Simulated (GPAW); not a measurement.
# ZnCu: optical spectrum from first principles, part 2 of 2

Aim: the dielectric function of ZnCu, and the optical constants that follow from it.

GPAW 26.7.0; DFT, RPBE, plane-wave PAW (GPAW data sets), scalar-relativistic, RPA, optical limit.

So far. Step 2 (Ground state): There are states at the Fermi level within the smearing, so the occupations stay smeared and the carriers get a Drude term.

## Step 4: Dielectric function, RPA

Transitions between filled and empty bands, summed over the zone, give the optical response, so mesh, band count and broadening shape it.

The induced potential is part of this response.

This step: DFT, RPBE, plane-wave PAW (GPAW data sets), scalar-relativistic, RPA, optical limit (GPAW 26.7.0).

File df.py:

```python
from gpaw.response.df import DielectricFunction

df = DielectricFunction('full.gpw', frequencies={'type': 'nonlinear', 'domega0': 0.03, 'omega2': 8},
                        ecut=50,
                        eta=0.2,
                        nbands=27,
                        rate=0.1,
                        txt='df.txt')
for direction in ['x']:
    df.get_dielectric_function(xc='RPA', direction=direction, filename=f'df_{direction}.csv')
```

Started as:

```sh
$ OMP_NUM_THREADS=1 python df.py
```

Numbers of over 12 decimals in the logs are rounded to 6 here.

What it wrote:

```text
Using integrator: PointIntegrator
NonLinearFrequencyDescriptor(from 0.000 to 50.231 eV, 466 points)
Nonperiodic BCs:  [False False False]
Using integrator: PointIntegrator
NonLinearFrequencyDescriptor(from 0.000 to 50.231 eV, 466 points)
Nonperiodic BCs:  [False False False]
Using integrator: PointIntegrator

Calculating chi0 body with:
    Ground state adapter containing:
    Number of spins: 1
    Number of kpoints: 2744
    Number of irreducible kpoints: 120
    Number of completely occupied states: 10
    Number of partially occupied states: 12

    Linear response parametrization:
    q_c: [0.0, 0.0, 0.0]
    Number of frequency points: 466
    Planewave cutoff: 50.0
    Number of bands: 27
    Number of planewaves: 19
    Broadening (eta): 0.2

Integrating chi0 body.

Symmetries of q_c:
    Direct symmetries (Uq -> q): 48
    Indirect symmetries (TUq -> q): 0
In total 48 allowed symmetries.

120 groups of equivalent kpoints. 95.626822% reduction.

Integral kind: spectral function

Calculating chi0 optical extensions with:
    Ground state adapter containing:
    Number of spins: 1
    Number of kpoints: 2744
    Number of irreducible kpoints: 120
    Number of completely occupied states: 10
    Number of partially occupied states: 12

    Linear response parametrization:
    Number of frequency points: 466
    Planewave cutoff: 50.0
    Number of bands: 27
    Number of planewaves: 19
    Broadening (eta): 0.2
Integrating chi0 head and wings.

Symmetries of q_c:
    Direct symmetries (Uq -> q): 48
    Indirect symmetries (TUq -> q): 0
In total 48 allowed symmetries.

120 groups of equivalent kpoints. 95.626822% reduction.

Integral kind: spectral function wings

Calculating drude chi0 with:
    Number of frequency points:466
    Plasma frequency decay rate: 0.1 eV

    Ground state adapter containing:
    Number of spins: 1
    Number of kpoints: 2744
    Number of irreducible kpoints: 120
    Number of completely occupied states: 10
    Number of partially occupied states: 12

Symmetries of q_c:
    Direct symmetries (Uq -> q): 48
    Indirect symmetries (TUq -> q): 0
In total 48 allowed symmetries.

120 groups of equivalent kpoints. 95.626822% reduction.

Integral kind: intraband
Plasma frequency:
[[7.82+0.j 0.  +0.j 0.  +0.j]
 [0.  +0.j 7.82+0.j 0.  +0.j]
 [0.  +0.j 0.  +0.j 7.82+0.j]]
```

The job ended after 6.8 s (1 thread of Arm Neoverse V2, shared host; peak memory 0.24 GiB).

Some rows of df_x.csv (energy; Re and Im without local fields; Re and Im with them):

```text
0.000000, 6327.743461, 0.000000, 6327.692854, 0.000000
0.555532, -191.562778, 82.904165, -191.587044, 82.902290
1.143969, -43.799285, 10.509317, -43.830260, 10.505683
1.768324, -12.749144, 3.602141, -12.796253, 3.590342
2.431988, 0.900187, 6.266696, 0.813081, 6.175206
3.138794, 1.082275, 10.538795, 1.139232, 10.360900
3.893091, -4.947780, 9.225970, -4.860080, 9.266264
4.699832, -2.598818, 4.667125, -2.558150, 4.675802
5.564682, -2.362702, 4.341366, -2.322074, 4.416957
6.494155, -1.361080, 3.156809, -1.373017, 3.170810
7.495775, -1.733241, 2.676950, -1.759068, 2.735273
8.578281, -1.057682, 1.856305, -1.079721, 1.875508
9.751884, -0.839480, 1.506509, -0.861477, 1.519029
11.028587, -0.401403, 1.318379, -0.425839, 1.315420
12.422601, -0.181629, 0.928451, -0.212094, 0.921393
13.950874, 0.030197, 0.788779, 0.015618, 0.782275
15.633783, 0.231078, 0.677796, 0.222398, 0.659147
17.496047, 0.309875, 0.637298, 0.311002, 0.609900
19.567954, 0.316878, 0.522184, 0.326053, 0.510650
```

Sum at mesh points, not converged in k. The Im ε, E ∥ x by photon energy; read off at these points:

| photon energy (eV) | Im ε, E ∥ x |
| --- | --- |
| 0.50 | 112 |
| 1.00 | 15.4 |
| 1.50 | 5.07 |
| 2.00 | 3.23 |
| 2.50 | 7.25 |
| 2.74 | 9.55 |
| 3.00 | 8.91 |
| 3.43 | 11.7 |
| 3.50 | 11.6 |
| 4.00 | 8.18 |
| 4.50 | 5.07 |
| 5.00 | 5.10 |
| 5.50 | 4.52 |
| 6.00 | 3.42 |
| 6.50 | 3.17 |
| 7.00 | 3.25 |
| 7.50 | 2.73 |
| 8.00 | 2.21 |
| 8.50 | 1.95 |
| 9.00 | 1.96 |
| 9.50 | 1.75 |
| 10.00 | 1.44 |
| 10.50 | 1.31 |
| 11.00 | 1.31 |
| 11.50 | 1.14 |
| 12.00 | 1.05 |
| 12.50 | 0.924 |
| 13.00 | 0.882 |
| 13.50 | 0.804 |
| 14.00 | 0.777 |
| 14.50 | 0.770 |
| 15.00 | 0.690 |
| 15.50 | 0.668 |
| 16.00 | 0.681 |
| 16.50 | 0.679 |
| 17.00 | 0.630 |
| 17.50 | 0.610 |
| 18.00 | 0.601 |
| 18.50 | 0.614 |
| 19.00 | 0.557 |
| 19.50 | 0.515 |

Values under 1 per cm are given as 1; sum at mesh points, not converged in k. Table of absorption coefficient, E ∥ x by photon energy:

photon energy (eV), log10 absorption coefficient, E ∥ x (1/cm) and a bar from the least value:
```
    0.492        5.9 #################
    1.010        5.9 #################
    1.486        5.9 ##############
    1.985        5.7 #######
    2.508        5.7 
    3.018        5.8 ##########
    3.510        6.0 ######################
    3.980        6.0 ###########################
    4.516        6.0 ########################
    4.981        6.0 ########################
    5.515        6.0 ###########################
    6.021        6.0 ##########################
    6.494        6.0 #########################
    6.985        6.0 ##########################
    7.496        6.1 ##############################
    8.026        6.0 ############################
    8.516        6.0 ############################
    9.023        6.0 ###########################
    9.483        6.1 #############################
   10.026        6.0 ###########################
   10.519        6.0 ##########################
   11.029        6.0 ##########################
   11.479        6.0 ##########################
   12.023        6.0 #########################
   12.504        6.0 #######################
   13.000        6.0 #######################
   13.512        5.9 ####################
   14.040        5.9 ####################
   14.493        5.9 ####################
   14.960        5.9 #################
   15.536        5.9 #################
   16.031        5.9 #################
   16.541        5.9 ##################
   16.959        5.9 ##################
   17.496        5.9 ################
   18.049        5.9 ################
   18.504        5.9 ##################
   18.969        5.9 #################
   19.447        5.9 ################
```

Sum at mesh points, not converged in k. Table of loss function −Im 1/ε at q → 0, E ∥ x by energy loss; read off at these points:

energy loss (eV), loss function −Im 1/ε at q → 0, E ∥ x and a bar:
```
     0.50       0.00 
     1.00       0.00 
     1.50       0.01 
     2.00       0.05 #
     2.28       0.21 ####
     2.50       0.13 ###
     3.00       0.11 ##
     3.50       0.08 ##
     4.00       0.09 ##
     4.50       0.13 ###
     5.00       0.17 ###
     5.50       0.18 ####
     6.00       0.21 ####
     6.50       0.27 ######
     7.00       0.27 ######
     7.50       0.26 #####
     8.00       0.35 #######
     8.50       0.38 ########
     9.00       0.46 #########
     9.50       0.44 #########
    10.00       0.55 ###########
    10.50       0.65 ##############
    11.00       0.69 ##############
    11.50       0.77 ################
    12.00       0.87 ##################
    12.50       1.04 ######################
    13.00       1.11 #######################
    13.50       1.24 ##########################
    14.00       1.29 ###########################
    14.50       1.29 ###########################
    14.77       1.43 ##############################
    15.00       1.38 #############################
    15.50       1.38 #############################
    16.00       1.29 ###########################
    16.50       1.27 ###########################
    17.00       1.39 #############################
    17.07       1.40 #############################
    17.50       1.30 ###########################
    18.00       1.26 ##########################
    18.50       1.31 ###########################
    19.00       1.41 #############################
    19.50       1.40 #############################
```

The reflectivity at normal incidence, E ∥ x has structure finer than the step of the table below, so its rows give means over 1 eV, whole bins alone (the curve runs from 0.305 to 19.9 eV). Peaks (eV: height): 4.1: 56.3, 7.5: 42.2, 9.6: 35.6.

Sum at mesh points, not converged in k. The reflectivity at normal incidence, E ∥ x by photon energy; means over each step:

| photon energy (eV) | reflectivity at normal incidence, E ∥ x (%) |
| --- | --- |
| 1 | 93.6 |
| 2 | 66.8 |
| 3 | 41.1 |
| 4 | 53.3 |
| 5 | 44.5 |
| 6 | 42.7 |
| 7 | 37.5 |
| 8 | 38.6 |
| 9 | 33.1 |
| 10 | 32.8 |
| 11 | 27.6 |
| 12 | 25.5 |
| 13 | 20.9 |
| 14 | 16.5 |
| 15 | 13.6 |
| 16 | 10.6 |
| 17 | 10.0 |
| 18 | 8.58 |
| 19 | 8.89 |

Sum at mesh points, not converged in k. Im ε, E ∥ x against photon energy; read off at these points:

| photon energy (eV) | without local fields | with local fields |
| --- | --- | --- |
| 0.50 | 112 | 112 |
| 1.00 | 15.4 | 15.4 |
| 1.50 | 5.08 | 5.07 |
| 2.00 | 3.25 | 3.23 |
| 2.50 | 7.36 | 7.25 |
| 2.74 | 9.69 | 9.55 |
| 3.00 | 9.06 | 8.91 |
| 3.43 | 11.8 | 11.7 |
| 3.50 | 11.7 | 11.6 |
| 4.00 | 8.13 | 8.18 |
| 4.50 | 5.06 | 5.07 |
| 5.00 | 5.10 | 5.10 |
| 5.50 | 4.44 | 4.52 |
| 6.00 | 3.36 | 3.42 |
| 6.50 | 3.16 | 3.17 |
| 7.00 | 3.22 | 3.25 |
| 7.50 | 2.67 | 2.73 |
| 8.00 | 2.18 | 2.21 |
| 8.50 | 1.93 | 1.95 |
| 9.00 | 1.94 | 1.96 |
| 9.50 | 1.73 | 1.75 |
| 10.00 | 1.42 | 1.44 |
| 10.50 | 1.30 | 1.31 |
| 11.00 | 1.31 | 1.31 |
| 11.50 | 1.14 | 1.14 |
| 12.00 | 1.05 | 1.05 |
| 12.50 | 0.933 | 0.924 |
| 13.00 | 0.893 | 0.882 |
| 13.50 | 0.819 | 0.804 |
| 14.00 | 0.783 | 0.777 |
| 14.50 | 0.782 | 0.770 |
| 15.00 | 0.713 | 0.690 |
| 15.50 | 0.689 | 0.668 |
| 16.00 | 0.697 | 0.681 |
| 16.50 | 0.701 | 0.679 |
| 17.00 | 0.655 | 0.630 |
| 17.50 | 0.637 | 0.610 |
| 18.00 | 0.621 | 0.601 |
| 18.50 | 0.634 | 0.614 |
| 19.00 | 0.575 | 0.557 |
| 19.50 | 0.526 | 0.515 |

From ε follow the optical constants at some laser and lamp lines:

| wavelength (nm) | n | k | R (%) | 1/α |
| --- | --- | --- | --- | --- |
| 1550 | 1.49 | 9.859 | 94.2 | 13 nm |
| 800 | 0.52 | 4.498 | 90.8 | 14 nm |
| 633 | 0.56 | 2.884 | 79.1 | 17 nm |
| 405 | 2.32 | 2.043 | 38.9 | 16 nm |
| 365 | 2.33 | 2.508 | 46.4 | 12 nm |
| 308 | 1.46 | 2.698 | 56.2 | 9.1 nm |
| 193 | 1.00 | 1.568 | 38.0 | 9.8 nm |

A polished face would reflect 49 % of daylight and look pink-red (CIE x = 0.381, y = 0.331 under D65).

## Step 5: Summary of results

What this shows: At this level (RPBE, RPA) ZnCu is a metal. The mesh is too coarse to trust the carriers' weight, the reflectivity or the colour to better than tens of per cent. A polished face would reflect 49 % of daylight and look pink-red (CIE x = 0.381, y = 0.331 under D65). The carriers' damping of 0.1 eV is typed, not computed; it shapes the response at the lowest energies. In this version of GPAW the matrix elements of the optical limit are incomplete, which can lower ε − 1 by up to a tenth where first-row anions or d states rule, and shift it by more in d metals. GPAW's carrier term has the form −ωp²/(ω + i·rate)², which damps like twice the rate and fails at low energy, so the curves leave the lowest energies out. The sum runs over mesh points 0.15 Å⁻¹ apart with no interpolation, so peaks are partly noise of the mesh, and the Drude plasma energy, a sum over the Fermi surface, isn't converged.

[Machine, clock and banner lines and Python warnings are left out of the logs.]

[Logs are printed without paths, hosts, clocks, repeated set-up lines and the standing remarks that a program may print on its own settings, such as how far it seeks lower states.]

[Hosts, paths, dates, database ids (printed as entryN), source tags and the programs' standing remarks are cut or masked in the printed files.]
